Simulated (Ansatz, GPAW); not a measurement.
# Dielectric function and optical constants of FeBiS3 (model structure), part 3 of 3

Aim: the dielectric function of FeBiS3 (model structure), and the optical constants that follow from it. The structure is a model built here, which may or may not match a known phase. It was built so: All O replaced by S in the R-3m structure of FeBiO3. The cell is first relaxed with Ansatz.

GPAW 26.7.0; DFT, LDA, plane-wave PAW (GPAW data sets), scalar-relativistic, RPA, optical limit.

So far. Step 3 (Ground state): There are states at the Fermi level within the smearing, so the occupations stay smeared and the carriers get a Drude term.

### 5. Dielectric function, RPA

Local fields let the induced charge screen the field inside the cell, which as a rule lowers ε, most along directions where the density is uneven.

This step: DFT, LDA, plane-wave PAW (GPAW data sets), scalar-relativistic, RPA, optical limit (GPAW 26.7.0).

df.py

```python
from gpaw.response.df import DielectricFunction

df = DielectricFunction('full.gpw', frequencies={'type': 'nonlinear', 'domega0': 0.03, 'omega2': 8},
                        ecut=50,
                        eta=0.1,
                        nbands=51,
                        rate=0.1,
                        txt='df.txt')
for direction in ['x', 'z']:
    df.get_dielectric_function(xc='RPA', direction=direction, filename=f'df_{direction}.csv')
```

Run with:

```
OMP_NUM_THREADS=1 python df.py
```

Log:

```text
Using integrator: PointIntegrator
NonLinearFrequencyDescriptor(from 0.000 to 43.870 eV, 448 points)
Nonperiodic BCs:  [False False False]
Using integrator: PointIntegrator
NonLinearFrequencyDescriptor(from 0.000 to 43.870 eV, 448 points)
Nonperiodic BCs:  [False False False]
Using integrator: PointIntegrator

Calculating chi0 body with:
    Ground state adapter containing:
    Number of spins: 2
    Number of kpoints: 512
    Number of irreducible kpoints: 65
    Number of completely occupied states: 15
    Number of partially occupied states: 23

    Linear response parametrization:
    q_c: [0.0, 0.0, 0.0]
    Number of frequency points: 448
    Planewave cutoff: 50.0
    Number of bands: 51
    Number of planewaves: 81
    Broadening (eta): 0.1

Integrating chi0 body.

Symmetries of q_c:
    Direct symmetries (Uq -> q): 12
    Indirect symmetries (TUq -> q): 0
In total 12 allowed symmetries.

65 groups of equivalent kpoints. 87.3046875% reduction.

Integral kind: spectral function

Calculating chi0 optical extensions with:
    Ground state adapter containing:
    Number of spins: 2
    Number of kpoints: 512
    Number of irreducible kpoints: 65
    Number of completely occupied states: 15
    Number of partially occupied states: 23

    Linear response parametrization:
    Number of frequency points: 448
    Planewave cutoff: 50.0
    Number of bands: 51
    Number of planewaves: 81
    Broadening (eta): 0.1
Integrating chi0 head and wings.

Symmetries of q_c:
    Direct symmetries (Uq -> q): 12
    Indirect symmetries (TUq -> q): 0
In total 12 allowed symmetries.

65 groups of equivalent kpoints. 87.3046875% reduction.

Integral kind: spectral function wings

Calculating drude chi0 with:
    Number of frequency points:448
    Plasma frequency decay rate: 0.1 eV

    Ground state adapter containing:
    Number of spins: 2
    Number of kpoints: 512
    Number of irreducible kpoints: 65
    Number of completely occupied states: 15
    Number of partially occupied states: 23

Symmetries of q_c:
    Direct symmetries (Uq -> q): 12
    Indirect symmetries (TUq -> q): 0
In total 12 allowed symmetries.

65 groups of equivalent kpoints. 87.3046875% reduction.

Integral kind: intraband
Plasma frequency:
[[6.7 -0.j 0.  +0.j 0.  +0.j]
 [0.  +0.j 6.7 -0.j 0.  +0.j]
 [0.  +0.j 0.  +0.j 6.71-0.j]]
```

Elapsed: 61 s, on 1 thread of Arm Neoverse V2, shared host; peak memory 0.45 GiB.

Sum at mesh points, not converged in k. Table of Im ε, E ∥ x or z by photon energy; read off at these points:

```csv
photon energy (eV),"Im ε, E ∥ x or z"
0.50,153
1.00,49.6
1.50,27.8
2.00,21.6
2.50,12.9
3.00,12.9
3.50,11.9
4.00,8.63
4.50,6.58
5.00,4.75
5.50,3.50
6.00,3.37
6.50,3.07
7.00,4.11
7.50,4.44
8.00,4.87
8.50,4.83
9.00,4.32
9.22,5.09
9.50,4.20
10.00,3.57
10.50,3.46
11.00,3.64
11.50,3.17
12.00,3.31
12.50,2.95
13.00,2.62
13.50,2.39
14.00,2.35
14.50,2.61
15.00,2.75
15.50,2.90
16.00,2.98
16.50,2.06
17.00,1.50
17.50,1.31
```

Values under 1 per cm are given as 1; sum at mesh points, not converged in k. The absorption coefficient, E ∥ x or z by photon energy:

photon energy (eV), log10 absorption coefficient, E ∥ x or z (1/cm) and a bar from the least value:
```
     1.01        5.9 
     1.99        5.9 ###
     3.02        6.0 ######
     3.98        6.1 ##########
     4.98        6.0 ##########
     6.02        6.0 #####
     6.99        5.9 #
     8.03        6.1 #############
     9.02        6.1 ##############
    10.03        6.2 #################
    11.03        6.2 ####################
    12.02        6.2 #####################
    13.00        6.2 #####################
    14.04        6.2 ####################
    14.96        6.3 ########################
    16.03        6.4 ##############################
    16.96        6.4 ##############################
```

Sum at mesh points, not converged in k. Im ε, E ∥ x or z against photon energy; read off at these points:

```csv
photon energy (eV),without local fields,with local fields
1.0,50.1,49.6
2.0,22.1,21.6
3.0,13.3,12.9
4.0,9.03,8.63
5.0,5.40,4.75
6.0,4.09,3.37
7.0,4.90,4.11
8.0,5.63,4.87
9.0,5.82,4.32
10.0,7.62,3.57
10.3,10.1,3.46
11.0,4.41,3.64
12.0,3.84,3.31
13.0,3.26,2.62
14.0,2.97,2.35
15.0,1.87,2.75
16.0,1.21,2.98
17.0,0.781,1.50
```

The reflectivity at normal incidence, E ∥ x or z has structure finer than the step of the table below, so its rows give means over 0.5 eV, whole bins alone (the curve runs from 0.305 to 17.6 eV). Peaks (eV: height): 9.48: 35.6, 17.07: 48.0.

Sum at mesh points, not converged in k. The reflectivity at normal incidence, E ∥ x or z by photon energy; means over each step:

```csv
photon energy (eV),"reflectivity at normal incidence, E ∥ x or z (%)"
1.0,83.1
1.5,76.2
2.0,67.0
2.5,61.3
3.0,56.2
3.5,55.8
4.0,56.4
4.5,55.1
5.0,51.1
5.5,46.1
6.0,32.2
6.5,23.0
7.0,20.9
7.5,26.3
8.0,28.7
8.5,29.8
9.0,28.6
9.5,33.8
10.0,28.4
10.5,26.9
11.0,30.4
11.5,28.3
12.0,29.7
12.5,30.9
13.0,29.3
13.5,26.4
14.0,24.4
14.5,23.4
15.0,27.0
15.5,28.4
16.0,35.0
16.5,42.6
17.0,46.7
```

Sum at mesh points, not converged in k. The loss function −Im 1/ε at q → 0, E ∥ x or z by energy loss; read off at these points:

```csv
energy loss (eV),"loss function −Im 1/ε at q → 0, E ∥ x or z"
0.50,0.00296
1.00,0.0114
1.50,0.0212
2.00,0.0368
2.50,0.0587
3.00,0.0680
3.50,0.0728
4.00,0.0846
4.50,0.103
5.00,0.136
5.50,0.195
6.00,0.278
6.50,0.325
6.66,0.358
7.00,0.197
7.50,0.218
8.00,0.205
8.50,0.207
8.70,0.241
9.00,0.230
9.50,0.223
10.00,0.278
10.50,0.289
11.00,0.267
11.50,0.313
12.00,0.297
12.50,0.316
13.00,0.361
13.50,0.408
14.00,0.418
14.50,0.384
15.00,0.353
15.50,0.335
16.00,0.298
16.50,0.310
17.00,0.328
17.50,0.472
```

At chosen wavelengths:

```csv
wavelength (nm),n,k,R (%),1/α
1550,3.36,8.990,86.5,14 nm
1064,2.76,6.849,81.9,12 nm
800,2.36,5.361,76.4,12 nm
450,2.12,3.148,56.8,11 nm
405,2.11,3.086,56.0,10 nm
365,1.96,2.907,54.5,10.0 nm
193,1.24,1.246,24.5,12 nm
```

In reflection the computed colour is faintly yellow: x = 0.325, y = 0.347, luminous reflectivity 66 %.

### 6. Results

**Reading.** At this level (LDA, RPA) FeBiS3 is a metal. The mesh is too coarse to trust the carriers' weight, the reflectivity or the colour to better than tens of per cent. The cell shrank by 22.2 % in volume. In reflection the computed colour is faintly yellow: x = 0.325, y = 0.347, luminous reflectivity 66 %. The carriers' damping of 0.1 eV is typed, not computed; it shapes the response at the lowest energies. Spin-orbit coupling is left out although heavy atoms are present. The magnetic state comes from one start and need not be the lowest. The curves end at 18 eV, about where the summed bands run out. In this version of GPAW the matrix elements of the optical limit are incomplete, which can lower ε − 1 by up to a tenth where first-row anions or d states rule, and shift it by more in d metals. GPAW's carrier term has the form −ωp²/(ω + i·rate)², which damps like twice the rate and fails at low energy, so the curves leave the lowest energies out. The sum runs over mesh points 0.18 Å⁻¹ apart with no interpolation, so peaks are partly noise of the mesh, and the Drude plasma energy, a sum over the Fermi surface, isn't converged.

[Machine, clock and banner lines and Python warnings are left out of the logs.]

[Logs are printed without paths, hosts, clocks, repeated set-up lines and the standing remarks that a program may print on its own settings, such as how far it seeks lower states.]

[Hosts, paths, dates, database ids (printed as entryN), source tags and the programs' standing remarks are cut or masked in the printed files.]
